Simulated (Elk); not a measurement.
# Electronic structure of magnetic CmSi2

How do the spin channels of CmSi2 fill?

Method: LDA (Perdew-Wang) with U = 5.50 eV, J = 0.50 eV on Cm f; all-electron APW+lo, Dirac cores, scalar-relativistic bands, in Elk 11.2.3 (patched build).

## (1) The starting structure

The structure is tetragonal, space group I4_1/amd (No. 141). Conventional cell: a = 3.963 Å, b = 3.963 Å, c = 13.720 Å, α = 90.00°, β = 90.00°, γ = 90.00°. Cm has 12 Si at 3.02 to 3.03 Å nearest. Nearest to Si lie 3 Si at 2.28 to 2.29 Å and 6 Cm at 3.02 to 3.03 Å. Farther neighbours are not listed.

## (2) The magnetic state

Bands and densities of states are read from a converged potential, so the magnetic state comes first.

This is the lowest of the starts that converged (antiferro +-).

The last three numbers of an atom's line are a seed field in its sphere. It points against the wanted moment and shrinks by the factor reducebf each loop.

The input, elk.in:

```
tasks
  0

xctype
  3

rgkmax
  7.0

nempty
  8

swidth
  0.001

reducebf
  0.7

epsengy
  1e-05

maxscl
  150

lmaxi
  3

spinpol
  .true.

sppath
  './'

avec
  -3.74449231595 3.74449231595 12.96352121493
  3.74449231595 -3.74449231595 12.96352121493
  3.74449231595 3.74449231595 -12.96352121493

atoms
  2
  'Cm.in'
  2
  0.0000000000 0.0000000000 0.0000000000   0.000000 0.000000 -0.750000
  0.7500000000 0.2500000000 0.5000000000   0.000000 0.000000 0.750000
  'Si.in'
  4
  0.4170000000 0.4170000000 0.0000000000   0.000000 0.000000 0.000000
  0.1670000000 0.6670000000 0.5000000000   0.000000 0.000000 0.000000
  0.3330000000 0.8330000000 0.5000000000   0.000000 0.000000 0.000000
  0.5830000000 0.5830000000 0.0000000000   0.000000 0.000000 0.000000

ngridk
  8 8 8

dft+u
  1 1
  1 3 0.202121 0.018375
```

The run is started by

```console
> OMP_NUM_THREADS=4 elk
```

Numbers of over 12 decimals in the logs are rounded to 6 here.

What it wrote:

```text
Warning(init1): few empty states an atom for a second variation :    8.000000000
 they are its basis, with spin, DFT+U, afieldc (12 by default), in Hartree-Fock and RDMFT; 30 and more for pressures
Warning(gndstate): core states of species 2 leak from the muffin-tin :   0.2038600455E-02
Warning(gndstate): forces or DFT+U at lmaxo under 8 : 6
  [figures from our tests cut]: type lmaxo 8 and lmaxapw 10

--- INFO.OUT ---
┌─────────────────────────┐
│ Elk code version 11.2.3 │
└─────────────────────────┘

All units are atomic (Hartree, Bohr, etc.)

┌─────────────────────────────────────────────────┐
│ Ground-state run starting from atomic densities │
└─────────────────────────────────────────────────┘

Lattice vectors :
  -3.744492316       3.744492316       12.96352121
   3.744492316      -3.744492316       12.96352121
   3.744492316       3.744492316      -12.96352121

Species : 1 (Cm)
 parameters loaded from : Cm.in
 name : curium
 nuclear charge    :   -96.00000000
 electronic charge :    96.00000000
 atomic mass :    450253.4561
 muffin-tin radius :    3.000000000
 number of radial points in muffin-tin :    797
 inner part over the whole radius :   0.9819647586E-02
 number on inner part of muffin-tin    :    574
 approximate nuclear radius :   0.1109296213E-03
 number of mesh points to nuclear radius :    305
 atomic positions (lattice), magnetic fields (Cartesian) :
  1 :   0.12500000  0.37500000  0.25000000    0.00000000  0.00000000 -0.75000000
  2 :  -0.12500000 -0.37500000 -0.25000000    0.00000000  0.00000000  0.75000000

Species : 2 (Si)
 parameters loaded from : Si.in
 name : silicon
 nuclear charge    :   -14.00000000
 electronic charge :    14.00000000
 atomic mass :    51196.73458
 muffin-tin radius :    2.126944522
 number of radial points in muffin-tin :    397
 inner part over the whole radius :   0.9624924325E-02
 number on inner part of muffin-tin    :    276
 approximate nuclear radius :   0.5963282101E-04
 number of mesh points to nuclear radius :    124
 atomic positions (lattice), magnetic fields (Cartesian) :
  1 :  -0.45800000 -0.20800000  0.25000000    0.00000000  0.00000000  0.00000000
  2 :   0.29200000  0.04200000 -0.25000000    0.00000000  0.00000000  0.00000000
  3 :   0.45800000  0.20800000 -0.25000000    0.00000000  0.00000000  0.00000000
  4 :  -0.29200000 -0.04200000  0.25000000    0.00000000  0.00000000  0.00000000

Total number of atoms per unit cell :    6
Total muffin-tin volume :    387.4139918
 ratio of muffin-tin to unit cell volume :   0.5328518035

Spin treatment :
 spin-polarised
 global magnetic field (Cartesian) :    0.000000000       0.000000000       0.000000000
 collinear magnetisation in z-direction

Number of Bravais lattice symmetries :   16
Number of crystal symmetries         :   16
Crystal has inversion symmetry
Real symmetric eigensolver will be used

k-point grid :      8     8     8
k-point offset :    0.000000000       0.000000000       0.000000000
k-point set is reduced with full crystal symmetry group
Total number of k-points :       59

Muffin-tin radius times maximum |G+k| :    7.000000000
 using average radius
Maximum |G+k| for APW functions       :    2.894998790
Maximum (1/2)|G+k|²                   :    4.190508996
Maximum |G| for potential and density :    12.00000000
Constant for pseudocharge density :    9
 order of it for each species :   16  16
 order of it for pair densities of each species (exact exchange by exxq0 0: 16) :   15   6
Radial integration step length :    1

G-vector grid sizes :     54    54    54
Number of G-vectors :    21189

Maximum angular momentum used for
 APW functions            :    8
 outer part of muffin-tin :    6
 inner part of muffin-tin :    3

Number of empty states         :     48
Total number of valence states :    150
Total number of core states    :    196

Third-order local-orbitals added for an l without core states : T
Total number of local-orbitals :     70

Exchange-correlation functional :      3     0     0
 Perdew-Wang/Ceperley-Alder, Phys. Rev. B 45, 13244 (1992)
 gradient requirement :    0
 local density approximation (LDA)

DFT+U calculation
 fully localised limit (FLL)
 see Phys. Rev. B 52, R5467 (1995)
 species : 1 (Cm), l = 3, U =   0.20212100, J =   0.01837500

Smearing type :    3
 Fermi-Dirac
Smearing width :   0.1000000000E-02
Effective electronic temperature (K) :    315.7750248

Mixing type :    3
 Broyden mixing, J. Phys. A: Math. Gen. 17, L317 (1984)

Kohn-Sham potential initialised from atomic data

┌──────────────────────────────┐
│ Self-consistent loop started │
└──────────────────────────────┘

┌─────────────────┐
│ Loop number : 1 │
└─────────────────┘

Energies :
 Fermi                       :     0.238835
 sum of occupied eigenvalues :     -40347.705525476
 electron kinetic            :      80063.075765119
 core electron kinetic       :      79662.861162287
 Coulomb                     :     -142836.95186705
 Coulomb potential           :     -119003.92069710
 nuclear-nuclear             :     -4402.8592507319
 electron-nuclear            :     -157936.36744381
 Hartree                     :      19502.274827488
 Madelung                    :     -83334.991518500
 xc potential                :     -1406.0711135902
 xc effective B-field        :    -0.806252
 external B-field            :      0.000000
 exchange                    :     -1060.7127363645
 correlation                 :     -24.851957487720
 DFT+U                       :      1.144559
 electron entropic           :    -0.28779933038599E-03
 total energy                :     -63858.296524973
 (external B-field energy excluded from total)

Density of states at Fermi energy :    83.16167402
 (states/Hartree/unit cell)

Estimated indirect band gap :   0.5948360576E-03
 from k-point 57 to k-point 38
Estimated direct band gap   :   0.6762483256E-02
 at k-point 53

Charges :
 core                        :    196.0000000
 valence                     :    52.00000000
 interstitial                :    10.29051831
 muffin-tins (core leakage)
  species : 1 (Cm)
   atom 1                    :    94.19340387     (  0.3427618623E-04)
   atom 2                    :    94.19340387     (  0.3427618623E-04)
  species : 2 (Si)
   atom 1                    :    12.33066849     (  0.2123272579E-02)
   atom 2                    :    12.33066849     (  0.2123272579E-02)
   atom 3                    :    12.33066849     (  0.2123272579E-02)
   atom 4                    :    12.33066849     (  0.2123272579E-02)
 total in muffin-tins        :    237.7094817
 total calculated charge     :    247.9912379
 total charge                :    248.0000000
 error                       :   0.8762138974E-02

Moments :
 interstitial                :   0.1721889944E-16
 muffin-tins
  species : 1 (Cm)
   atom 1                    :    6.518284436
   atom 2                    :   -6.518284436
  species : 2 (Si)
   atom 1                    :  -0.1311479943E-01
   atom 2                    :   0.1311479943E-01
   atom 3                    :   0.1311479943E-01
   atom 4                    :  -0.1311479943E-01
 total in muffin-tins        :    0.000000000
 total moment                :   0.1721889944E-16

[... earlier loops left out ...]

┌──────────────────┐
│ Loop number : 21 │
└──────────────────┘

Energies :
 Fermi                       :     0.375039
 sum of occupied eigenvalues :     -40331.492136110
 electron kinetic            :      80085.042142815
 core electron kinetic       :      79670.407298195
 Coulomb                     :     -142858.01231225
 Coulomb potential           :     -118973.86117582
 nuclear-nuclear             :     -4402.8592507319
 electron-nuclear            :     -158008.73204801
 Hartree                     :      19553.578986489
 Madelung                    :     -83371.081724345
 xc potential                :     -1441.7392889342
 xc effective B-field        :    -0.933751
 external B-field            :      0.000000
 exchange                    :     -1061.6906452174
 correlation                 :     -24.864012895171
 DFT+U                       :      1.244694
 electron entropic           :    -0.29278925809505E-03
 total energy                :     -63858.280426699
 (external B-field energy excluded from total)

Density of states at Fermi energy :    89.39589924
 (states/Hartree/unit cell)

Estimated indirect band gap :   0.7262605370E-04
 from k-point 47 to k-point 26
Estimated direct band gap   :   0.5924036824E-02
 at k-point 53

Charges :
 core                        :    196.0000000
 valence                     :    52.00000000
 interstitial                :    10.08801947
 muffin-tins (core leakage)
  species : 1 (Cm)
   atom 1                    :    94.53039468     (  0.3140403798E-04)
   atom 2                    :    94.53039468     (  0.3140403798E-04)
  species : 2 (Si)
   atom 1                    :    12.21279779     (  0.2038600455E-02)
   atom 2                    :    12.21279779     (  0.2038600455E-02)
   atom 3                    :    12.21279779     (  0.2038600455E-02)
   atom 4                    :    12.21279779     (  0.2038600455E-02)
 total in muffin-tins        :    237.9119805
 total calculated charge     :    247.9916398
 total charge                :    248.0000000
 error                       :   0.8360189487E-02

Moments :
 interstitial                :  -0.7804019110E-16
 muffin-tins
  species : 1 (Cm)
   atom 1                    :    6.993571800
   atom 2                    :   -6.993571800
  species : 2 (Si)
   atom 1                    :  -0.1334340474E-01
   atom 2                    :   0.1334340474E-01
   atom 3                    :   0.1334340474E-01
   atom 4                    :  -0.1334340474E-01
 total in muffin-tins        :    0.000000000
 total moment                :  -0.7804019110E-16

┌──────────────────────────────┐
│ Self-consistent loop stopped │
└──────────────────────────────┘

Warning : core states of species 2 leak from the muffin-tin :   0.2038600455E-02

Warning : forces or DFT+U at lmaxo under 8 : 6

Wrote STATE.OUT
```

Elapsed: 5 min, on 4 threads of Arm Neoverse V2, shared host; peak memory 0.48 GiB.

Spin moment in the muffin-tin sphere by atom:

```
atom  spin moment in the muffin-tin sphere (μB)
 Cm1                                       6.99
 Cm2                                      -6.99
 Si3                                      -0.01
 Si4                                       0.01
 Si5                                       0.01
 Si6                                      -0.01
```

This step gave:

- density of states at the Fermi level: 3.285 states/eV/cell
- moment between the spheres: 0 μB
- magnetization: 0 μB
- final state: antiferromagnetic

## (3) Levels along a path and on the mesh

The potential is kept. Point names follow a standard table for this cell's lattice and can differ from other conventions. The density of states is interpolated from the levels on the mesh (so its value at the Fermi level can differ from the smeared one of the ground-state run), and the bands are solved anew along a path of special points.

elk.in: that of step 2 with these lines changed.

```diff
@@ -1,3 +1,5 @@
 tasks
-  0
+  10
+  20
+  15
 
@@ -42,4 +44,4 @@
   2
-  0.0000000000 0.0000000000 0.0000000000   0.000000 0.000000 -0.750000
-  0.7500000000 0.2500000000 0.5000000000   0.000000 0.000000 0.750000
+  0.0000000000 0.0000000000 0.0000000000   0.000000 0.000000 -0.000750
+  0.7500000000 0.2500000000 0.5000000000   0.000000 0.000000 0.000750
   'Si.in'
@@ -57 +59,15 @@
   1 3 0.202121 0.018375
+
+wplot
+  300 60 1
+  -0.35000 0.25000
+
+plot1d
+  7 84
+  0.00000000 0.00000000 0.00000000
+  0.00000000 0.00000000 0.50000000
+  0.25000000 0.25000000 0.25000000
+  0.00000000 0.50000000 0.00000000
+  0.00000000 0.00000000 0.00000000
+  0.50000000 0.50000000 -0.50000000
+  0.27085835 0.72914165 -0.27085835
```

The run is started by

```console
> OMP_NUM_THREADS=4 elk
```

What it wrote:

```text
┌─────────────────────────────────┐
│ Elk code version 11.2.3 started │
└─────────────────────────────────┘

┌───────────────────┐
│ Current task : 10 │
└───────────────────┘
Info(checkmt): changed muffin-tin radius of species 2 (Si) from   2.2000 to   2.1269

Info(findsymcrys): atomic basis shift (lattice) :
  0.1250000000      0.3750000000      0.2500000000
See GEOMETRY.OUT for new atomic positions

Info(writedos):
 Total density of states written to TDOS.OUT

 Partial density of states written to PDOS_Sss_Aaaaa.OUT
 for all species and atoms

 Spin-quantisation axis :    0.000000000       0.000000000       1.000000000

 Eigenvalues of a random matrix symmetrised with the site
 symmetries in the Yₗₘ basis written to ELMIREP.OUT for all
 species and atoms. Degenerate eigenvalues correspond to
 irreducible representations of each site symmetry group

 Interstitial density of states written to IDOS.OUT

 Fermi energy is at zero in plots

 DOS units are states/Hartree/unit cell

┌───────────────────┐
│ Current task : 20 │
└───────────────────┘

Info(bandstr):
 Band structure plot written to BAND.OUT

 Fermi energy is at zero in plot

 Vertex location lines written to BANDLINES.OUT

┌───────────────────┐
│ Current task : 15 │
└───────────────────┘

Warning(init1): few empty states an atom for a second variation :    8.000000000
 they are its basis, with spin, DFT+U, afieldc (12 by default), in Hartree-Fock and RDMFT; 30 and more for pressures

Info(writelsj):
 muffin-tin L, S and J expectation values written to LSJ.OUT

┌──────────────────┐
│ Elk code stopped │
└──────────────────┘
```

The job ended after 71 s (4 threads; peak memory 0.53 GiB; 4.1 min of CPU time).

The electronic bands at the labelled points (eV, zero at the Fermi level; # counts the bands kept):

```
          point  up #16  up #17  up #18  up #19  down #16  down #17  down #18  down #19
              Γ   -0.91   -0.08    0.74    1.24     -0.91     -0.08      0.74      1.24
        halfway   -0.47   -0.30    0.51    1.17     -0.47     -0.30      0.51      1.17
              X    0.38    0.84    1.70    2.62      0.38      0.84      1.70      2.62
0.60 of the way    0.34    0.70    1.98    2.65      0.34      0.70      1.98      2.65
              P    0.31    0.65    2.16    2.57      0.31      0.65      2.16      2.57
        halfway   -0.32    0.60    1.32    1.95     -0.32      0.60      1.32      1.95
              N   -0.88   -0.28    0.71    1.55     -0.88     -0.28      0.71      1.55
        halfway   -0.54   -0.13    0.61    0.92     -0.55     -0.13      0.61      0.92
              Γ   -0.91   -0.08    0.74    1.24     -0.91     -0.08      0.74      1.24
        halfway    0.14    0.56    0.98    0.98      0.14      0.56      0.98      0.98
              M    0.79    0.79    1.02    1.70      0.79      0.79      1.02      1.70
        halfway   -0.99   -0.17    0.91    1.85     -0.99     -0.17      0.91      1.85
              S   -0.67   -0.10    1.06    1.58     -0.67     -0.10      1.06      1.58
```

The density of states has structure finer than the step of the table below, so its rows give means over 0.5 eV, whole bins alone (the curve runs from -9.52 to 6.75 eV). Peaks (eV: height): up = down -5.61: 24.0, -2.56: 3.97, 2.78: 9.43; Cm1 f up -5.61: 22.5; Cm1 f down 2.78: 7.56; Si3 p up -5.71: 0.125, -4.90: 0.170, -4.14: 0.181, -2.56: 0.273; Si3 p down -5.77: 0.121, -4.90: 0.198, -4.14: 0.169, -2.56: 0.236.

Density of states against energy, zero at the Fermi level; means over each step; values in states/eV/cell:

| energy (eV) | up = down | Cm1 f up | Cm1 f down | Si3 p up | Si3 p down |
| --- | --- | --- | --- | --- | --- |
| -9.0 | 0.631 | 0.0106 | 0.00198 | 0.0204 | 0.0186 |
| -8.5 | 0.829 | 0.0212 | 0.00316 | 0.0290 | 0.0272 |
| -8.0 | 0.337 | 0.0128 | 0.00145 | 0.0139 | 0.0118 |
| -7.5 | 0.392 | 0.0298 | 0.00247 | 0.0183 | 0.0165 |
| -7.0 | 0.790 | 0.0968 | 0.00446 | 0.0428 | 0.0423 |
| -6.5 | 0.761 | 0.160 | 0.00334 | 0.0389 | 0.0411 |
| -6.0 | 1.89 | 1.32 | 0.00309 | 0.0426 | 0.0471 |
| -5.5 | 12.0 | 11.0 | 0.00528 | 0.0635 | 0.0648 |
| -5.0 | 1.74 | 0.529 | 0.00601 | 0.0995 | 0.107 |
| -4.5 | 1.81 | 0.234 | 0.00885 | 0.151 | 0.137 |
| -4.0 | 1.75 | 0.113 | 0.0108 | 0.149 | 0.143 |
| -3.5 | 0.860 | 0.0393 | 0.00766 | 0.0707 | 0.0715 |
| -3.0 | 0.826 | 0.0151 | 0.00447 | 0.0510 | 0.0498 |
| -2.5 | 2.79 | 0.0384 | 0.0189 | 0.163 | 0.173 |
| -2.0 | 1.39 | 0.0231 | 0.0177 | 0.0574 | 0.0778 |
| -1.5 | 0.836 | 0.0153 | 0.0172 | 0.0374 | 0.0386 |
| -1.0 | 0.356 | 0.00515 | 0.00948 | 0.0120 | 0.0115 |
| -0.5 | 1.09 | 0.0237 | 0.0608 | 0.0390 | 0.0415 |
| 0.0 | 1.57 | 0.0317 | 0.125 | 0.0519 | 0.0570 |
| 0.5 | 1.67 | 0.0318 | 0.180 | 0.0530 | 0.0565 |
| 1.0 | 1.67 | 0.0292 | 0.268 | 0.0563 | 0.0480 |
| 1.5 | 1.79 | 0.0244 | 0.453 | 0.0475 | 0.0431 |
| 2.0 | 2.73 | 0.0311 | 1.04 | 0.0453 | 0.0461 |
| 2.5 | 4.80 | 0.0307 | 3.07 | 0.0387 | 0.0486 |
| 3.0 | 6.83 | 0.0301 | 5.03 | 0.0480 | 0.0366 |
| 3.5 | 3.87 | 0.0198 | 1.86 | 0.0589 | 0.0396 |
| 4.0 | 2.91 | 0.0195 | 0.662 | 0.0589 | 0.0557 |
| 4.5 | 2.63 | 0.0228 | 0.334 | 0.0657 | 0.0649 |
| 5.0 | 2.48 | 0.0228 | 0.189 | 0.0709 | 0.0768 |
| 5.5 | 2.33 | 0.0209 | 0.128 | 0.0766 | 0.0790 |
| 6.0 | 1.69 | 0.0180 | 0.0796 | 0.0686 | 0.0678 |

## (4) Outcome

| Quantity | Value |
| --- | --- |
| state | antiferromagnetic |
| largest moment | 6.99 μB |

What this shows: Right at the Fermi level (the table gives means over its steps) the density of states is 1.8 states/eV a cell for spin up and 1.8 for spin down. Within the window shown, the centres of the Cm1 f states of the two spins lie 8.1 eV apart, a rough measure of the splitting of the spins, to which the U adds. The state is the lowest of the starts that converged. These are Kohn–Sham levels without spin–orbit coupling. Open f shells have many stationary orbital fillings, so the state need not be the lowest, and spin-only moments miss the orbital part. Spin–orbit coupling, which these energies lack, is strong in these shells and can change the state in kind.

[Logs and program files are shortened in this print: banners, set-up blocks, solver, clock and traceback lines can be left out without a mark of their own.]

[Logs are printed without paths, hosts, clocks, repeated set-up lines and the standing remarks that a program may print on its own settings, such as how far it seeks lower states.]

[Hosts, paths, dates, database ids (printed as entryN), source tags and the programs' standing remarks are cut or masked in the printed files.]

[Where a cell is said to come from a database of computed structures, the database is the Materials Project.]
